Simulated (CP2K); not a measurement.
Consider trifluoroacetonitrile at its PBE geometry (Å).

```xyz
6

N     2.1948    0.0051    0.0365
C     1.0337    0.0408   -0.0132
C    -0.4511    0.0063   -0.0126
F    -0.8966   -1.0232   -0.7717
F    -0.8975   -0.1952    1.2507
F    -0.9833    1.1662   -0.4897
```

Method: CP2K XAS_TDP, all-electron GAPW, PBEh(45%), aug-cc-pVDZ, TDA, no relativity.

Question: Predict the bright core excitations at the C K edge.

Leading lines: C2 282.14 eV and C3 289.80 eV. The leading line of an atom is its first one with 35 % of the strongest within 2.5 eV of its lowest line over the strength cut. 

The first six lines of each atom with a strength over 0.0015:

```
                    atom  energy (eV)  states  strength, one atom
  C2 (bonded to C and N)       282.14       1              0.0484
                               282.16       1              0.0486
                               285.90       1              0.0053
                               287.88       1              0.0057
                               288.15       1              0.0082
                               288.18       1              0.0075
C3 (bonded to C and 3 F)       289.80       1              0.0526
                               289.82       1              0.0525
                               291.79       1              0.0731
                               293.52       1              0.0056
                               294.35       1              0.0540
                               294.45       1              0.0453
```

Lines are vertical, at one geometry, with no vibrational structure. Without a correction of the core level, line positions, and the gaps between valence and Rydberg lines, follow the share of exact exchange. At this level such K lines come out 3 to 6 eV under measured ones. These values hold no scalar relativity, about 0.1 eV for C 1s. Rydberg lines, and the discretised continuum above threshold, depend on the basis and the box.

[Banner, clock and machine lines of the logs are left out without a mark of their own.]

[Logs are printed without paths, hosts, clocks, repeated set-up lines and the standing remarks that a program may print on its own settings, such as how far it seeks lower states.]

[Hosts, paths, dates, database ids (printed as entryN), source tags and the programs' standing remarks are cut or masked in the printed files.]
